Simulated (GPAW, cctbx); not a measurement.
# Bonding in KPbF3 as X-rays see it

Aim: compute the bonding part of the density of KPbF3, find which reflections carry it, and see how it biases an ordinary refinement.

The cell comes from substitution in a known structure type and wasn't matched to any measured phase. All numbers below are calculated.

**1. Find the equilibrium geometry**

The density hangs on the geometry, so cell and atoms are relaxed first, with the symmetry held. The cutoff is set higher than for the density because stress converges slowly with plane waves.

Settings: GPAW 26.7.0, PBE, 900 eV, 3×3×3 k-points, Fermi–Dirac width 0.05 eV, BFGS to 0.03 eV/Å.

```text
cell
1.0
     0.000000000    0.000000000    5.325000000
     6.355000000    0.000000000    0.000000000
    -3.177500000    5.503591441    0.000000000
Pb K F
2 2 6
Direct
0.500000000 0.000000000 0.000000000
0.000000000 0.000000000 0.000000000
0.250000000 0.666666667 0.333333333
0.750000000 0.333333333 0.666666667
0.250000000 0.156100000 0.843900000
0.250000000 0.687800000 0.843900000
0.750000000 0.312200000 0.156100000
0.250000000 0.156100000 0.312200000
0.750000000 0.843900000 0.156100000
0.750000000 0.843900000 0.687800000
```

```console
$ OMP_NUM_THREADS=1 mpirun -n 4 gpaw python run.py > gpaw.log
```

```text
BFGS:    0      -38.287062        4.729260
BFGS:    1      -40.261674        3.371547
BFGS:    2      -42.307802        1.785021
BFGS:    3      -42.531077        1.381390
...
BFGS:   24      -43.940753        0.139346
BFGS:   25      -43.947612        0.041394
BFGS:   26      -43.954891        0.002977
cell  6.7847 6.1468 6.1468  120.00 90.00 90.00
volume 222.004 A^3, largest force 0.001 eV/A, largest stress 0.02 GPa
```

The cell moved far, while the k-mesh and basis were chosen for the start, so the final shape may be somewhat biased.

After 26 steps the volume has changed by +19.2 % and the energy by -5.668 eV; the largest stress left is 0.02 GPa. It took 17 min on 4 cores of Arm Neoverse V2 (shared host), peak memory 2.2 GiB.

Relaxed structure: P6_3/mmc (no. 194), a = 6.1468 Å, b = 6.1468 Å, c = 6.7847 Å, α = 90.00°, β = 90.00°, γ = 120.00°.

| atom | mult. | x | y | z |
| --- | --- | --- | --- | --- |
| Pb1 | 2 | 0 | 0 | 1/2 |
| K1 | 2 | 2/3 | 1/3 | 1/4 |
| F1 | 6 | 0.1656 | 0.8344 | 1/4 |

**2. Density and charge transfer**

X-rays see the whole electron density, so the PAW density is rebuilt with its core regions. Subtracting spherical free atoms from the same code cancels the cores and leaves the deformation density Δρ, the part due to bonding.

Settings: PBE, 550 eV, 4×4×3 k-points (along the axes of the calculation cell), Fermi–Dirac width 0.05 eV; primitive cell of 10 atoms.

```console
$ OMP_NUM_THREADS=1 mpirun -n 4 gpaw python run.py > gpaw.log
```

```text
|iter:   1|       0s |  -48.499926 | +0.04 |       |
|iter:   2|       2s |  -47.157160 | -1.06 | -1.10 |
|iter:   3|       4s |  -43.426324 | -0.23 | -1.15 |
...
|iter:  11|      20s |  -43.399115c| -6.57 | -5.01c|
|iter:  12|      22s |  -43.399115c| -7.25 | -5.32c|
|iter:  13|      23s |  -43.399115c| -7.52c| -5.87c|
```

```text
grid (70, 70, 80)  electrons 256.000  moved by bonding 2.440 e
deformation density beyond 0.5 A of the nuclei: max 0.162, min -0.047 e/A^3
atom        x       y       z   Voronoi charge  moment
Pb1    0.0000  0.0000  0.5000      0.389       0.00
Pb2    0.0000  0.0000  0.0000      0.389       0.00
K 3    0.6667  0.3333  0.2500      0.295       0.00
K 4    0.3333  0.6667  0.7500      0.295       0.00
F 5    0.1657  0.8343  0.2500     -0.228       0.00
F 6    0.6687  0.8343  0.2500     -0.228       0.00
F 7    0.3313  0.1657  0.7500     -0.228       0.00
F 8    0.1657  0.3313  0.2500     -0.228       0.00
F 9    0.8343  0.1657  0.7500     -0.228       0.00
F 10   0.8343  0.6687  0.7500     -0.228       0.00
mean inner potential of superposed free atoms 11.826 V
total magnetic moment 0.000 muB
```

Deformation density in a plane through the shortest contact of the Pb atom at the origin, in 0.01 e/Å³ (clipped at ±99); x from -1.6 to 4.0 Å, y from 2.4 down to -2.4 Å:

```text
  3  11   .   .   .   5   1  -1  -1  -1  -1  -1   0   2   9   .
  1   8  10   .  13   5   0  -1  -1  -1  -1  -1   0   1   5  11
 -1   3   7   9   6   1  -2  -2  -2  -1  -1  -1   0   0   2   3
 -2  -2  -1   0  -1  -3  -4  -3  -2   0   1   1   0   0   0   0
  0  -3  -4  -3   0  -2  -4  -3  -1   3   5   5   3   1   0   0
  5  -2  -3   4   .  -1   1  -3   1   8   7   .  11   3   0  -1
  7  -1  -1   4   .   .   6  -3   3  14   .   .   6   4   1  -1
  5  -2  -3   2   .   2   2  -3   1   9   9   .  12   4   0  -1
  1  -3  -4  -3   0  -1  -4  -4  -2   3   6   7   5   1  -1  -1
 -1  -3  -4  -3  -2  -1  -1  -2  -2  -1   0   0  -1  -1  -1  -1
 -1  -2  -2  -1   3   7   8   5   0  -2  -3  -3  -3  -2  -2  -1
 -1  -1  -1   2   8   5   .  14   5  -1  -3  -3  -3  -2  -1  -1
 -1  -1   0   3  11   .   .   9   6   0  -3  -3  -3  -2   0   1
```

Atoms in or within 0.15 Å of the plane: Pb (0.0, 0.0), F (2.5, 0.0), F (0.5, -2.4), F (-0.5, 2.4) Å. Dots mark points within about 0.45 Å of a nucleus; large values next to them are atomic features.

F gains most (-0.23 e) and Pb loses most (+0.39 e); F is the most electronegative element, but the order of the others doesn't follow electronegativity. Such charges fall far short of formal ones, since overlapping free atoms already put density on their neighbours. Along the shortest contact from the Pb atom at the map's origin, Pb–F at 2.45 Å, Δρ is -0.01 e/Å³ at the midpoint and highest, +0.15, 1.83 Å from Pb (points within 0.5 Å of a nucleus left out): little sits at the middle, as in a polar contact, whose build-up shifts to the more electronegative atom. At the midpoints of other shortest contacts it is -0.02 (F–F, 3.06 Å), 0.00 (K–F, 3.07 Å) and -0.04 (Pb–Pb, 3.39 Å) e/Å³. Point values carry grid noise of about 0.01 e/Å³. The run needed 13 iterations, 32 s.

**3. Structure factors**

The Fourier components of Δρ, added to those of the free atoms, give the static X-ray structure factors; the Mott–Bethe relation turns them into the Fourier components V of the potential that fast electrons feel.

```text
static structure factors of the conventional cell: F in electrons, V (Mott-Bethe) in volts
   h  k  l      d  |F| table  |F| free   |F| DFT   change   |V| free  |V| DFT  change %
   1  0  0  5.3233   147.943   147.728   147.771    0.044     3.903    3.878     -0.7
   1  0  1  4.1881    14.273    14.361    13.754   -0.607     1.155    1.375     19.0
   0  0  2  3.3924    71.451    71.593    69.292   -2.301     0.097    0.643    565.0
   1  1  0  3.0734   160.225   160.229   159.754   -0.475     4.637    4.730      2.0
   1  0  2  2.8608   150.238   150.210   149.999   -0.211     3.953    3.988      0.9
   2  0  0  2.6616   106.207   106.275   105.692   -0.583     1.716    1.801      5.0
   2  0  1  2.4778    58.372    58.144    59.279    1.135     2.728    2.584     -5.3
   1  1  2  2.2777   122.350   122.202   122.725    0.522     2.334    2.278     -2.4
   2  0  2  2.0940   163.520   163.373   163.975    0.603     4.221    4.166     -1.3
   1  0  3  2.0815    11.459    11.543    11.421   -0.122     0.537    0.548      2.0
   2  1  0  2.0120   124.327   124.251   124.391    0.140     2.420    2.408     -0.5
   2  1  1  1.9290    10.654    10.736    10.531   -0.204     0.471    0.486      3.3
   3  0  0  1.7744   138.321   138.384   138.447    0.063     2.965    2.961     -0.1
   2  1  2  1.7305   131.553   131.571   131.730    0.158     2.673    2.663     -0.4
```

The largest X-ray change is -2.30 e on 002, 3.2 % of |F|. For electrons V goes as (Z − F)/g², so a change of F counts against Z − F, which is small at low angle and wherever the atoms' terms cancel: |V| of 101 moves by +19.0 % (1.16 to 1.38 V) against -4.2 % in |F|. The tabulated Hartree–Fock atoms differ from the free DFT atoms by up to 0.23 e, so the choice of reference atom matters too.

**4. The functional ladder**

The same geometry is run with other functionals, to see whether the bonding signal is larger than the spread between approximations. Free atoms are LDA for LDA and PBE otherwise; meta-GGAs and hybrids keep PBE cores. Any other changed setting is in the row's label.

| run | ΔF 002 (e) | ΔF 201 (e) | ΔF 101 (e) | q(F) (e) | moved (e) | time |
| --- | --- | --- | --- | --- | --- | --- |
| PBE | -2.301 | +1.135 | -0.607 | -0.228 | 2.440 | 32 s |
| LDA | -2.218 | +1.037 | -0.589 | -0.226 | 2.323 | 29 s |
| SCAN | -2.413 | +1.242 | -0.645 | -0.234 | 2.593 | 3.8 min |

At the base's settings ΔF(002) spans -2.413 to -2.218 e, a spread of 8 % of the PBE value; over the three listed reflections the spread is at most 18 %, so sign and size hold across the functionals. Times are from shared hosts.

**5. What a spherical-atom refinement makes of it**

Routine crystallography fits spherical atoms. To see the bias, intensities are simulated from tabulated atoms plus the DFT change ΔF, so that bonding alone can misfit (7104 reflections of the full sphere, merged to the counts below, to 0.5 Å, 1 % proportional noise plus counting noise, assumed isotropic U as listed, Δρ smeared by the mean U) and refined with cctbx over different ranges.

| range | data | R1 | GooF | U Pb1 (true 0.003) | U K1 (true 0.0051) | U F1 (true 0.0063) | largest shift (Å) | Δρ max, min (e/Å³) |
| --- | --- | --- | --- | --- | --- | --- | --- | --- |
| all data | 391 | 0.0024 | 1.18 | 0.0030 | 0.0051 | 0.0062 | 0.0001 | 0.33, -0.22 |
| low resolution, d > 0.84 | 95 | 0.0025 | 1.47 | 0.0031 | 0.0053 | 0.0063 | 0.0000 | 0.17, -0.08 |
| high order, d < 0.75 | 263 | 0.0023 | 1.05 | 0.0030 | 0.0051 | 0.0062 | 0.0001 | 0.25, -0.24 |
| occupancies free, d > 0.7 | 152 | 0.0022 | 1.10 | 0.0030 | 0.0052 | 0.0071 | 0.0002 | 0.14, -0.13 |

With all data GooF is 1.18, diluted by the many high-angle data; the misfit shows at low resolution; the top residual peak lies 0.41 Å from F and 2.61 Å from Pb. No U is off by more than 3 s.u. at low resolution. With Pb1 held at 1 and the scale free, the other occupancies refine to K1 1.000(0.002) and F1 1.019(0.003), on sites that are all full: they absorb part of the misfit, and only ratios to the fixed site mean anything.

**6. Answer**

Bonding moves 2.44 e in the primitive cell of KPbF3 and changes the structure factors of the conventional cell in the table above by at most 2.30 e (002, 3.2 %), and among reflections above 2 % of the strongest by up to 4.2 % (101). The shortest bond, Pb–F, has Δρ = -0.01 e/Å³ at its midpoint, low for a shared bond; with the charge transfer this is a polar contact. At the base's settings ΔF(002) spans -2.413 to -2.218 e, a spread of 8 % of the PBE value; over the three listed reflections the spread is at most 18 %, so sign and size hold across the functionals. With all data GooF is 1.18, diluted by the many high-angle data. Limits: static density, frozen cores, no spin–orbit coupling.

[Outputs are excerpts: Python notices, other lines and further rows are left out; steps that failed or that the build refused (PBEsol, TPSS) are not shown.]

[Logs are printed without paths, hosts, clocks, repeated set-up lines and the standing remarks that a program may print on its own settings, such as how far it seeks lower states.]
